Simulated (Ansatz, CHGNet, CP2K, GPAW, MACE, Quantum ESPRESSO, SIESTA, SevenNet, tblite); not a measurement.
# tblite on liquid methanol at 300 K (108 atoms): settings against a plane-wave reference

How do the settings of tblite change the result for liquid methanol at 300 K (108 atoms)? A plane-wave run serves as the yardstick.

Calculated with tblite 0.8.0; the method is named at each step.

## Step 1: Starting point

The cell holds 108 atoms: 18 C, 18 O and 72 H. Its edges and angles: a = 10.663 Å, b = 10.663 Å, c = 10.663 Å, α = 90.0°, β = 90.0°, γ = 90.0°. 18 methanol placed at random, at 0.79 g/cm³; overlaps pushed apart, then 10 ps at 450 K with MMFF94 bonds, angles, torsions, charges and radii (Halgren, J. Comput. Chem. 17, 490 (1996)) in harmonic and 12-6 forms. Snapshot after 20 ps at 300 K and fixed volume. Then every atom was moved at random, 0.02 Å r.m.s. a Cartesian component (hydrogen 0.6 of that).

The yardstick, on the same geometry:

```
method                                           : Kohn-Sham DFT, PBE, PAW, plane waves (Ansatz 0.2.0); cutoff 420 eV, Γ point, fermi-dirac smearing of 0.05 eV; PAW set soft_2
r.m.s. force component                           : 1.155 eV/Å
longest force                                    : 5.025 eV/Å
pressure                                         : 2.332 GPa
gap (highest filled to lowest empty level) : 4.195 eV
SCF cycles                                       : 10
time                                             : 5.3 s on 8 threads of Arm Neoverse V2, shared host
CPU time                                         : 37 s
```

## Step 2: GFN1-xTB

Method: GFN1-xTB tight binding, diagonalisation.

File run.py:

```python
import numpy as np
from ase.io import read
from tblite.ase import TBLite

atoms = read("structure.xyz")
atoms.calc = TBLite(method="GFN1-xTB", electronic_temperature=580, accuracy=1.0, max_iterations=250, mixer_damping=0.4, verbosity=1)
energy = atoms.get_potential_energy()
forces = atoms.get_forces()
print(f"energy {energy:.6f} eV")
print("forces (eV/A)")
for i, (a, f) in enumerate(zip(atoms, forces)):
    print(f"{i:4d} {a.symbol:2s} {f[0]:10.5f} {f[1]:10.5f} {f[2]:10.5f}")
stress = -atoms.get_stress(voigt=False) * 160.21766
print("stress (GPa, compression positive)")
for row in stress:
    print(" ".join(f"{x:10.4f}" for x in row))
print("charges (e)")
print(np.array2string(atoms.get_charges(), precision=4, suppress_small=True, max_line_width=110, threshold=100000))
```

File structure.xyz:

```xyz
108
Lattice="10.66280 0.00000 0.00000 0.00000 10.66280 0.00000 0.00000 0.00000 10.66280" Properties=species:S:1:pos:R:3 pbc="T T T"
C 3.95718 1.56860 6.14209
O 3.92338 0.26550 6.66222
H 4.98134 1.86450 6.06020
H 3.34577 1.52190 5.23373
H 3.41657 2.16284 6.88806
H 4.08780 10.27905 5.94057
C 2.06059 7.67338 6.45697
O 1.86407 8.17304 5.11079
H 2.85347 6.98691 6.49599
H 2.42237 8.56916 6.94031
H 1.20660 7.30455 6.94351
H 2.76294 8.56447 4.82694
C 5.92958 4.56304 8.26100
O 4.95458 4.84048 7.32161
H 6.92432 4.76808 7.81199
H 5.79683 5.28331 9.11883
H 6.02608 3.48876 8.58846
H 4.23772 5.13702 7.83726
C 2.58157 1.46368 2.12979
O 3.89725 1.92432 2.05376
H 2.53604 0.91871 3.13049
H 1.92965 2.40787 2.19451
H 2.41374 0.80525 1.24893
H 4.46793 1.15499 1.89179
C 8.03751 8.84330 1.20703
O 8.40474 10.15994 1.63002
H 7.00471 8.81675 0.94995
H 8.55530 8.59454 0.26113
H 8.29161 8.15022 2.01698
H 8.09381 10.36541 2.59074
C 5.55745 8.71663 5.57814
O 4.38369 9.06381 4.85904
H 5.80131 7.62593 5.28598
H 6.32144 9.43754 5.32873
H 5.40860 8.70895 6.66286
H 4.70667 8.81152 3.93596
C 9.53681 2.28600 7.03382
O 8.79937 1.18346 7.15666
H 9.39233 2.71112 5.95229
H 9.06285 3.02013 7.73981
H 10.61311 2.22629 7.32577
H 9.12330 0.66973 7.90487
C 4.16276 7.57347 1.66745
O 5.01855 8.53451 2.13427
H 3.78625 7.81871 0.63593
H 4.72575 6.65401 1.60528
H 3.34524 7.42685 2.40990
H 5.33225 9.00761 1.36079
C 5.49283 5.03124 3.68730
O 6.23454 4.67564 4.80210
H 5.04116 5.98620 3.81526
H 6.28210 5.00437 2.86520
H 4.81991 4.17790 3.51105
H 5.62569 4.68374 5.53986
C 1.63855 0.17274 9.09462
O 2.90220 0.71036 9.15881
[... 48 atom lines left out ...]
H 0.16623 10.13808 2.82863
H 1.83070 9.35650 2.44509
H 0.38194 9.31481 1.47562
H 0.60362 8.00499 3.96166
```

Launch:

```
$ OMP_NUM_THREADS=1 python run.py > output.txt
```

Output:

```text
------------------------------------------------------------
  cycle        total energy    energy error   density error
------------------------------------------------------------
      1     -160.1528019217  -1.6137902E+02   5.3998850E-01
      2     -161.2445729718  -1.0917711E+00   2.9197746E-01
      3     -161.3121901717  -6.7617200E-02   7.8818855E-02
      4     -161.3260563177  -1.3866146E-02   1.0943079E-02
      5     -161.3270124862  -9.5616849E-04   4.6682553E-03
      6     -161.3272430132  -2.3052693E-04   1.1268708E-03
      7     -161.3272724848  -2.9471601E-05   1.6348305E-04
      8     -161.3272726690  -1.8418658E-07   3.2828007E-05
      9     -161.3272726865  -1.7573456E-08   2.2515278E-06
------------------------------------------------------------
 total:                                   1.185 sec
energy -4389.938693 eV
forces (eV/A)
   0 C    -1.43714   -0.52966    0.44124
   1 O     0.17930   -1.10078    0.58945
   2 H     0.62378    0.69750   -0.55798
   3 H     0.46254    0.70559   -0.36776
   4 H     0.24337    0.49189   -0.22272
   5 H    -0.21551    0.40041    0.25389
   6 C     0.79121    2.53265   -1.43675
   7 O     0.75443   -0.49922    0.04091
   8 H     1.07910   -1.43141   -0.11469
   9 H     0.07308    0.31170    1.18282
  10 H    -1.37226   -0.43465    0.09128
  11 H    -1.52194   -0.68139    0.59723
  12 C     1.87234    0.24153    0.86800
  13 O     1.02687   -0.76623   -1.59627
  14 H    -0.22329    0.11984    0.12816
  15 H     0.30513   -0.93667   -0.30925
  16 H    -0.68860    0.79250   -0.06665
  17 H    -2.24059    0.50336    0.83221
  18 C    -0.23812    0.45636    1.20087
  19 O     1.06822    0.57344   -0.28064
  20 H    -0.74378    0.17579   -1.13188
  21 H     0.54378   -1.55742   -0.34444
  22 H    -0.60559    0.38861    0.64678
  23 H     0.08688    0.11469   -0.17439
[...]
100 H     0.89955   -1.28318    1.13478
 101 H     1.09861   -1.02196    0.26659
 102 C    -0.23733    1.32655    0.65652
 103 O     1.03774   -0.35516    1.22137
 104 H     0.84458   -0.17535    0.78756
 105 H    -0.99859   -0.34001    0.54530
 106 H    -0.28463   -0.60426   -2.22922
 107 H    -0.65633    0.00246   -1.26110
stress (GPa, compression positive)
    1.8700     0.5524     2.0497
    0.5524     0.4975    -0.6729
    2.0497    -0.6729     0.0337
charges (e)
[ 0.1631 -0.6066  0.0241  0.0229  0.0338  0.3709  0.1551 -0.5972  0.0195  0.0238  0.0415  0.3545  0.1819
 -0.5828  0.0174  0.0054  0.0084  0.369   0.1772 -0.5732  0.0055  0.0167  0.0248  0.3399  0.1678 -0.5663
  0.0147  0.0312  0.0307  0.3539  0.1622 -0.5767  0.0206  0.0319  0.0332  0.3715  0.1966 -0.5625  0.0194
 -0.0035  0.004   0.3534  0.1759 -0.5773  0.0224  0.0074  0.0263  0.358   0.1687 -0.5745  0.019   0.0205
  0.0299  0.3648  0.1809 -0.5842  0.0162  0.0221  0.0038  0.367   0.1731 -0.5814  0.011   0.0221  0.0043
  0.3513  0.1374 -0.609   0.0301  0.0277  0.0412  0.3613  0.1532 -0.6231  0.0336  0.0091  0.0327  0.3726
  0.1934 -0.5787 -0.0159  0.0079  0.0236  0.3772  0.1593 -0.6041  0.0144  0.0245  0.0325  0.3587  0.1554
 -0.5942  0.0119  0.0271  0.0378  0.3539  0.1538 -0.5997  0.0277  0.0102  0.0324  0.3606  0.1706 -0.5892
  0.011  -0.0085  0.0212  0.354 ]
```

It took 1.7 s on 1 thread of Arm Neoverse V2, shared host; peak memory 0.11 GiB.

Banners, paths, timers and routine set-up lines are dropped from the logs unmarked, and long logs keep their key lines alone; longer cuts are marked.

Compared with the plane-wave run:

* r.m.s. force component: 1.132 eV/Å
* r.m.s. difference of force components: 188.2 meV/Å
* longest difference of force vectors: 922.4 meV/Å
* force difference over r.m.s. force: 16.29 %
* slope of forces against the reference's: 0.9666
* correlation of force components: 0.9867
* pressure: 0.8004 GPa
* pressure difference: -1.531 GPa

Length of the force difference by element (eV/Å):

```
element  atoms  mean  most
      C     18  0.32  0.77
      H     72  0.19  0.54
      O     18  0.54  0.92
```

A closer look about H71, picked at random: 9 atoms, nearest first, numbered in the order of the input, with positions taken from that point.

```
atom      x      y      z  distance (Å)  bonds  Mulliken charge (e)     Fx     Fy  Fz (eV/Å)
 H71   0.00   0.00   0.00          0.00      1                 0.04   0.04   0.34      -0.14
 C67  -0.93  -0.40   0.38          1.08      4                 0.14   1.82  -3.94      -0.01
 H70  -0.95  -0.39   1.45          1.78      1                 0.03   0.02   0.58       0.88
 H69  -1.79   0.00  -0.02          1.79      1                 0.03  -1.57   0.92      -0.90
 O68  -0.88  -1.90   0.09          2.10      2                -0.61  -0.26   2.77       0.18
 H40  -1.08   0.39  -2.22          2.50      1                 0.00   0.67   0.54      -0.53
 H41   0.47  -0.41  -2.64          2.71      1                 0.00  -0.49  -0.28      -0.51
 H57   1.60  -2.18   0.13          2.71      1                 0.02   0.89  -0.47      -1.84
 H72  -1.33  -2.23   0.89          2.75      1                 0.36   0.17  -0.52      -0.19
```

Atoms are counted from 1 here, from 0 in the log.

Forces lie 16 % from the reference's, at 0.046 times its CPU time (on 1 against 8 cores).

## Step 3: GFN2-xTB

Method: GFN2-xTB tight binding, diagonalisation.

Edit run.py of step 2 so:

```diff
@@ -5,3 +5,3 @@
 atoms = read("structure.xyz")
-atoms.calc = TBLite(method="GFN1-xTB", electronic_temperature=580, accuracy=1.0, max_iterations=250, mixer_damping=0.4, verbosity=1)
+atoms.calc = TBLite(method="GFN2-xTB", electronic_temperature=580, accuracy=1.0, max_iterations=250, mixer_damping=0.4, verbosity=1)
 energy = atoms.get_potential_energy()
```

structure.xyz is that of step 2.

Output:

```text
------------------------------------------------------------
  cycle        total energy    energy error   density error
------------------------------------------------------------
      1     -147.4011303169  -1.4871206E+02   2.0112753E-01
      2     -147.9548009864  -5.5367067E-01   9.0777290E-02
      3     -148.0446457269  -8.9844741E-02   2.1532468E-02
      4     -148.0468844625  -2.2387356E-03   1.0932884E-02
      5     -148.0475804411  -6.9597862E-04   1.8668722E-03
      6     -148.0476060320  -2.5590869E-05   8.1811836E-04
      7     -148.0476094312  -3.3992156E-06   2.0253086E-04
      8     -148.0476099535  -5.2234344E-07   4.9842469E-05
      9     -148.0476099764  -2.2879561E-08   1.7521565E-05
------------------------------------------------------------
 total:                                   5.338 sec
energy -4028.580665 eV
forces (eV/A)
   0 C    -1.37194   -0.57173    0.30374
   1 O     0.11137   -0.96309    0.43414
   2 H     0.46933    0.60422   -0.52645
   3 H     0.53199    0.73360   -0.22772
   4 H     0.28541    0.42502   -0.26636
   5 H    -0.21336    0.51630    0.41463
[...]
105 H    -1.11517   -0.30714    0.54067
 106 H    -0.28736   -0.71710   -2.10098
 107 H    -0.67999    0.04826   -1.37098
stress (GPa, compression positive)
    1.5279     0.5257     1.9679
    0.5257     0.2757    -0.5893
    1.9679    -0.5893    -0.2145
charges (e)
[ 0.0613 -0.5023  0.0343  0.0264  0.0453  0.3297  0.0496 -0.4837  0.0276  0.0299  0.0575  0.3124  0.0765
 -0.4577  0.0299  0.0104  0.0137  0.3287  0.071  -0.4535  0.0115  0.0302  0.036   0.3008  0.0551 -0.4503
  0.0316  0.042   0.0415  0.3085  0.0519 -0.464   0.0279  0.0487  0.0489  0.3398  0.0887 -0.4312  0.0333
  0.002   0.0038  0.3122  0.0687 -0.457   0.0228  0.0196  0.0406  0.3195  0.0612 -0.4608  0.0326  0.0296
  0.0404  0.3255  0.0795 -0.4661  0.028   0.0293  0.0063  0.3297  0.0714 -0.4662  0.0223  0.0366  0.0113
  0.3101  0.0358 -0.5102  0.0463  0.0342  0.0588  0.3185  0.0495 -0.5108  0.0451  0.0082  0.0591  0.3195
  0.085  -0.4528 -0.0118  0.0132  0.0336  0.3378  0.0543 -0.4845  0.0282  0.0273  0.052   0.3142  0.0525
 -0.4846  0.0237  0.0344  0.0484  0.3144  0.0474 -0.487   0.0362  0.0185  0.0528  0.318   0.0691 -0.4652
  0.0142 -0.0027  0.0331  0.3155]
```

It took 5.8 s on 1 thread; peak memory 0.11 GiB.

Against the reference:

| Property | Result |
| --- | --- |
| r.m.s. force component | 1.051 eV/Å |
| r.m.s. difference of force components | 256.9 meV/Å |
| longest difference of force vectors | 860.8 meV/Å |
| force difference over r.m.s. force | 22.23 % |
| slope of forces against the reference's | 0.8886 |
| correlation of force components | 0.9774 |
| pressure | 0.5297 GPa |
| pressure difference | -1.802 GPa |

Against the first run (16 %), the force difference from the reference is 22 %, at 3.4 times the CPU time.

## Step 4: Another try, on a changed input

File run.py:

```python
import numpy as np
from ase.io import read
from tblite.ase import TBLite

atoms = read("structure.xyz")
atoms.calc = TBLite(method="GFN3-xTB", electronic_temperature=580, accuracy=1.0, max_iterations=250, mixer_damping=0.4, verbosity=1)
energy = atoms.get_potential_energy()
forces = atoms.get_forces()
print(f"energy {energy:.6f} eV")
print("forces (eV/A)")
for i, (a, f) in enumerate(zip(atoms, forces)):
    print(f"{i:4d} {a.symbol:2s} {f[0]:10.5f} {f[1]:10.5f} {f[2]:10.5f}")
print("charges (e)")
print(np.array2string(atoms.get_charges(), precision=4, suppress_small=True, max_line_width=110, threshold=100000))
```

structure.xyz is that of step 3.

Output:

```text
tblite.exceptions.TBLiteValueError: Method 'GFN3-xTB' is not available for this calculator
```

It took 0.49 s on 1 thread; peak memory 0.11 GiB.

The program stopped at the start. The fault in the input: an unknown method (method GFN3-xTB).

## Step 5: Side by side

Differences are against the plane-wave reference, forces as r.m.s. over components; share is that over the reference's r.m.s. force, slope the least-squares factor from reference forces to these. Total energies of different programs have different zeros and aren't compared.

```
            run  Δ force, r.m.s. (meV/Å)  share (%)  slope  Δ pressure (GPa)  cores  CPU time  memory (GiB)
      reference                        -          -      -                 -      8      37 s           1.2
tblite GFN1-xTB                      188       16.3  0.967             -1.53      1     1.7 s          0.11
tblite GFN2-xTB                      257       22.2  0.889             -1.80      1     5.8 s          0.11
```

CPU time is summed over cores on a shared host, where runs went side by side, so it is rough. Symmetry, cutoffs, thresholds, outputs and thread counts weren't matched or tuned between programs; memory under MPI is the largest rank's times the ranks.

Mean charges by element (e), by run and scheme:

```
            run    scheme      C      O      H
      reference    Löwdin  -0.22  -0.52  +0.24
tblite GFN1-xTB  Mulliken  +0.17  -0.59  +0.10
tblite GFN2-xTB  Mulliken  +0.06  -0.47  +0.10
```

The reference's Löwdin charges lack the electrons that the projection spills, 0.034 e an atom on average.

## Step 6: Summary of results

- nearest in forces: tblite GFN1-xTB, 16 %
- its CPU time: 1.7 s

What this shows: Tight binding differs by 16 % (tblite GFN1-xTB) to 22 % (tblite GFN2-xTB); it is another model, with fitted parameters of its own, and the xTB methods hold dispersion. Of the electronic-structure runs that take under half the reference's CPU time, tblite GFN1-xTB comes nearest, at 16 % in 1.7 s against 37 s; its pressure misses by -1.5 GPa. Charges hang on model, scheme and program or settings: among these rows the mean for C runs from -0.22 to +0.17 e, even in sign. Periodic xTB results under one method name differ between programs and library versions. The network of contacts between molecules at the start is that of the classical potential that made the cell, and needn't be the one that DFT or experiment would give. The reference's PBE has no dispersion term, which matters for the binding between molecules or layers. The electronic-structure runs sample only Γ, in a cell whose shortest periodic width is 11 Å.

[Also dropped from logs without a mark: logging warnings of Python, and SIESTA's first energy breakdown and zero terms.]

[Logs are printed without paths, hosts, clocks, repeated set-up lines and the standing remarks that a program may print on its own settings, such as how far it seeks lower states.]

[Hosts, paths, dates, database ids (printed as entryN), source tags and the programs' standing remarks are cut or masked in the printed files.]

[The MMFF94 radii named for the starting cell were scaled by 0.96; in molecules described by MMFF94, hydrogen bound to N, O or S took a small fixed 12-6 site in their place.]
